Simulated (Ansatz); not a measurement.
# Pd3PbC (Pm-3m): a soft mode frozen in, part 3 of 3

Which phase does Pd3PbC (Pm-3m) fall into along its unstable mode, and how much energy does it gain?

Ansatz 0.2.0; DFT PBEsol, scalar-relativistic, plane waves, PAW; PAW set soft_1.

So far. Step 5 (Energy along the mode, all amplitudes (two of the runs …): The lowest of the steps tried is at 0.14 Å, 0.905 meV/atom below the parent; the bottom of the well need not coincide with a step. Step 7 (The new phase in its own primitive cell): The largest force component left is 0.34 meV/Å and the pressure is 0.000 GPa, within the tolerances set. The cell now holds 15.04 Å³/atom. The relaxed cell has a, b, c = 5.962, 4.212, 5.990 Å (conventional setting).

## (8) Modes of the new phase, k-mesh 6×8×6

A relaxed structure may still be a saddle point, so its zone-centre modes are computed. No field response is asked, since the mesh shows no gap.

The input, input.yaml:

```yaml
crystal:
  lattice:
    - [5.9616703453, 0.0, 0.0]
    - [0.0, 4.211563374, 0.0]
    - [0.0, 0.0, 5.9895177783]
  atoms:
    - { symbol: Pd, position: [0.25, 0.0, 0.7807935069] }
    - { symbol: Pd, position: [0.75, 0.0, 0.2192064931] }
    - { symbol: Pd, position: [0.5, 0.5, 0.0] }
    - { symbol: Pd, position: [0.0, 0.5, 0.5] }
    - { symbol: Pd, position: [0.5, 0.5, 0.5] }
    - { symbol: Pd, position: [0.0, 0.5, 0.0] }
    - { symbol: Pb, position: [0.75, 0.0, 0.7353369365] }
    - { symbol: Pb, position: [0.25, 0.0, 0.2646630635] }
    - { symbol: C, position: [0.25, 0.5, 0.751470134] }
    - { symbol: C, position: [0.75, 0.5, 0.248529866] }
kpoints:
  mp_grid: { grid: [6, 8, 6] }
hamiltonian:
  xc: pbesol
  pseudopotentials: { kind: paw, azcp: { folder: soft_1 }, xc_functional: pbe }
scf:
  occupations: { method: methfessel_paxton, width: 0.2 }
output:
  eigenvalues: true
phonons:
  method: dfpt
```

Run with:

```console
$ ansatz run input.yaml --threads 4 --pin off --max-ram 10240MiB --backend cpu --events-out ev --progress --plain --runs-dir out
```

Numbers of over 12 decimals in the logs are rounded to 6 here.

Output:

```text
zone centre: on kpoints.mp_grid the ground state, and the responses unless they are solved on pairs of k-points, stand on 100 of the mesh's 288 k-points, reduced under 2 symmetry operations, with k and −k counted as one. Each operation leaves every solved displacement unchanged or reverses it
Engine: ansatz 0.2.0, aarch64-unknown-linux-gnu
Pseudopotentials: kind: paw
Pseudopotential: Pd, paw, valence charge 18, recommended cutoff 420 eV (normal), soft_1/Pd.paw.azcp
Pseudopotential: Pb, paw, valence charge 14, recommended cutoff 420 eV (normal), soft_1/Pb.paw.azcp
Pseudopotential: C, paw, valence charge 4, recommended cutoff 420 eV (normal), soft_1/C.paw.azcp
Functional definition: PBEsol
  exchange = pbesol_x
  correlation = pbesol_c
Crystal: 10 atoms, lattice volume = 150.385 Å³
Basis set: ecut = 420 eV, 2913 PW (Γ), exchange–correlation on 80×60×90 points (8 copies of the dense FFT grid, shifted against one another)
Bands: 87, of which v1, the nominal top of the filled ones, is band 72 counted from 1 (71 counted from 0)
Symmetry: 8 space group operations
k-points: 100 of 288 (irreducible under 2 space group operations, time reversal used)
Non-local potential: Pd, projectors of the file, l = 0: 2, l = 1: 2, l = 2: 2, l = 3: 1
Non-local potential: Pb, projectors of the file, l = 0: 2, l = 1: 2, l = 2: 2, l = 3: 1
Non-local potential: C, projectors of the file, l = 0: 2, l = 1: 2, l = 2: 1
PAW form: soft (Blöchl's): semilocal exchange-correlation on the pseudo side does not see the compensation charge
PAW frozen core: Pd, regenerated for the run's functional, and the local potential with it (the file was generated under x = pbe(κ = 0.804, μ = 0.219515), c = pbe(β = 0.066725))
PAW frozen core: Pb, regenerated for the run's functional, and the local potential with it (the file was generated under x = pbe(κ = 0.804, μ = 0.219515), c = pbe(β = 0.066725))
PAW frozen core: C, regenerated for the run's functional, and the local potential with it (the file was generated under x = pbe(κ = 0.804, μ = 0.219515), c = pbe(β = 0.066725))
PAW one-centre angular grid: Pd, 590 points (default); XC on 64 Gauss nodes
PAW one-centre angular grid: Pb, 590 points (default); XC on 64 Gauss nodes
PAW one-centre angular grid: C, 110 points (default); XC on 64 Gauss nodes
Initial density: superposition of atomic densities (chi_scale 0.1, normalization cell, long waves kept (reshape's long-wave potential 0.00 eV rms))
Initial wavefunctions: pseudopotential atomic-orbital guess
Functional: x = pbesol(κ = 0.804, μ = 0.123457), c = pbesol(β = 0.046)
SCF iter   1: F=—  HF=-65458.082184 eV  |F-HF|=—  |Δ(HF+E_count)|=         —  Δρ=1.74e-1  dr2=5.73e1  ethr=3.10e-3  ⟨swp⟩=6.1  Hψ=34321  notcnv=0  defer=11
preconditioner: auto → Kerker (q_TF=auto, 2.709 Å⁻¹)  [metal: Δε(μ)=0.009 eV  Ē_g=10.808 eV  σ=0.200 eV  W_gap=0.04  n_scr=46 (ndim 8)  ℏωp=29.7 eV  f_vac=0.000  D(μ)=13.27/eV (n_scr^D=160)]
SCF iter   2: F=—  HF=-65449.179087 eV  |F-HF|=—  |Δ(HF+E_count)|=    8.90e0  S|Δr|=    0.00e0  Δρ=8.05e-2  dr2=1.32e1  ethr=3.10e-3  ⟨swp⟩=2.0  Hψ=17450  notcnv=0  defer=656
SCF iter   3: F=—  HF=-65446.415982 eV  |F-HF|=—  |Δ(HF+E_count)|=    2.76e0  S|Δr|=    0.00e0  Δρ=1.49e-2  dr2=4.14e-1  ethr=3.10e-3  ⟨swp⟩=2.0  Hψ=13868  notcnv=0  defer=678
SCF iter   4: F=—  HF=-65446.343511 eV  |F-HF|=—  |Δ(HF+E_count)|=   7.25e-2  S|Δr|=    0.00e0  Δρ=3.01e-3  dr2=8.97e-3  ethr=2.88e-4  ⟨swp⟩=1.2  Hψ=10343  notcnv=0  defer=678
SCF iter   5: F=—  HF=-65446.343910 eV  |F-HF|=—  |Δ(HF+E_count)|=   3.99e-4  S|Δr|=    0.00e0  Δρ=5.58e-4  dr2=8.33e-4  ethr=6.23e-6  ⟨swp⟩=2.1  Hψ=12080  notcnv=0  defer=678
SCF iter   6: F=—  HF=-65446.343863 eV  |F-HF|=—  |Δ(HF+E_count)|=   4.62e-5  S|Δr|=    0.00e0  Δρ=1.86e-4  dr2=1.13e-4  ethr=5.78e-7  ⟨swp⟩=2.0  Hψ=11359  notcnv=0  defer=678
SCF iter   7: F=—  HF=-65446.343844 eV  |F-HF|=—  |Δ(HF+E_count)|=   1.92e-5  S|Δr|=    0.00e0  Δρ=6.65e-5  dr2=1.82e-5  ethr=7.85e-8  ⟨swp⟩=2.0  Hψ=10723  notcnv=0  defer=678
SCF iter   8: F=—  HF=-65446.343842 eV  |F-HF|=—  |Δ(HF+E_count)|=   2.42e-6  S|Δr|=    0.00e0  Δρ=2.12e-5  dr2=9.03e-7  ethr=1.26e-8  ⟨swp⟩=2.3  Hψ=10905  notcnv=0  defer=678
SCF iter   9: F=—  HF=-65446.343842 eV  |F-HF|=—  |Δ(HF+E_count)|=   3.19e-7  S|Δr|=    0.00e0  Δρ=6.05e-6  dr2=1.23e-7  ethr=6.27e-10  ⟨swp⟩=2.1  Hψ=14263  notcnv=0  defer=678
SCF iter  10: F=—  HF=-65446.343842 eV  |F-HF|=—  |Δ(HF+E_count)|=   1.24e-8  S|Δr|=    0.00e0  Δρ=1.86e-6  dr2=1.40e-8  ethr=8.52e-11  ⟨swp⟩=2.0  Hψ=12578  notcnv=0  defer=678
SCF iter  11: F=—  HF=-65446.343842 eV  |F-HF|=—  |Δ(HF+E_count)|=   2.79e-9  S|Δr|=    0.00e0  Δρ=7.10e-7  dr2=1.28e-9  ethr=9.72e-12  ⟨swp⟩=2.0  Hψ=11626  notcnv=0  defer=678
SCF iter  12: F=—  HF=-65446.343842 eV  |F-HF|=—  |Δ(HF+E_count)|=  2.33e-10  S|Δr|=    0.00e0  Δρ=2.41e-7  dr2=8.75e-11  ethr=1.00e-12  ⟨swp⟩=2.0  Hψ=11620  notcnv=0  defer=678
SCF iter  13: F=-65446.343842 eV  HF=-65446.343842 eV  |F-HF|=0.00e0  |Δ(HF+E_count)|=    0.00e0  S|Δr|=    0.00e0  Δρ=5.35e-8  dr2=4.66e-12  ethr=1.00e-12  ⟨swp⟩=13.4  Hψ=50178  notcnv=0
SCF 1 converged in 13 iterations: F = -65446.343842 eV  dr2 = 4.66e-12
[...]
DFPT response loops at Γ: preconditioner auto → Kerker (q_TF=auto, 2.709 Å⁻¹) (partly filled bands, converged f_vac=0.000); β = 1.00, the filter's whole step (`scf.mixing.beta` (0.50) is not read by the response loops under this deck's `scf.mixing.preconditioner`; to damp them name `kerker` or `kerker_dos`, under which they read `scf.mixing.beta`, and type it under 1.00, their step now; both keys bind the ground state too); Broyden in place of MSR1
```

It took 3.8 min on 4 threads of Arm Neoverse V2, shared host; peak memory 3.6 GiB.

The run was cut off at the time limit after its SCF cycle had converged; no result of it is taken.

The program's message: “Warning:”

## (9) Results

- unstable mode of the parent: q = (0, -0.5, -0.5), 31i cm⁻¹
- depth at the lowest point sampled: 0.905 meV/atom
- largest atomic shift at that point: 0.14 Å
- space group reached (within 0.01 Å): Pmma
- energy gained over the parent (first relaxation, on the mesh of the frozen mode): 1.16 meV/atom
- volume per atom, phase reached: 15.0 Å³

What this shows: Along this mode the structure falls into Pmma, 1.16 meV/atom below the parent. At the parent's cell the well is 0.905 meV/atom deep on the steps tried, with its lowest point at a shift of 0.14 Å. Relaxing atoms and cell changes the gain by +0.25 meV/atom against the lowest step (energies at zero smearing). The modes of the phase reached were not computed on this path. How so shallow a well moves with the k mesh was not tested. Of the 4 patterns followed to their end from this parent, this one reaches the lowest energy. Each path keeps the symmetry of its pattern, so a lower phase may lie along a pattern not tried. With no gap, or one that is small against the smearing, the frequencies hang on the k mesh and the smearing, most of all near Kohn anomalies. Spin-orbit coupling is left out, which can matter for the heavy elements here. The PAW files were made for PBE and serve the other functionals too.

[Logs are printed without paths, hosts, clocks, repeated set-up lines and the standing remarks that a program may print on its own settings, such as how far it seeks lower states.]

[Hosts, paths, dates, database ids (printed as entryN), source tags and the programs' standing remarks are cut or masked in the printed files.]
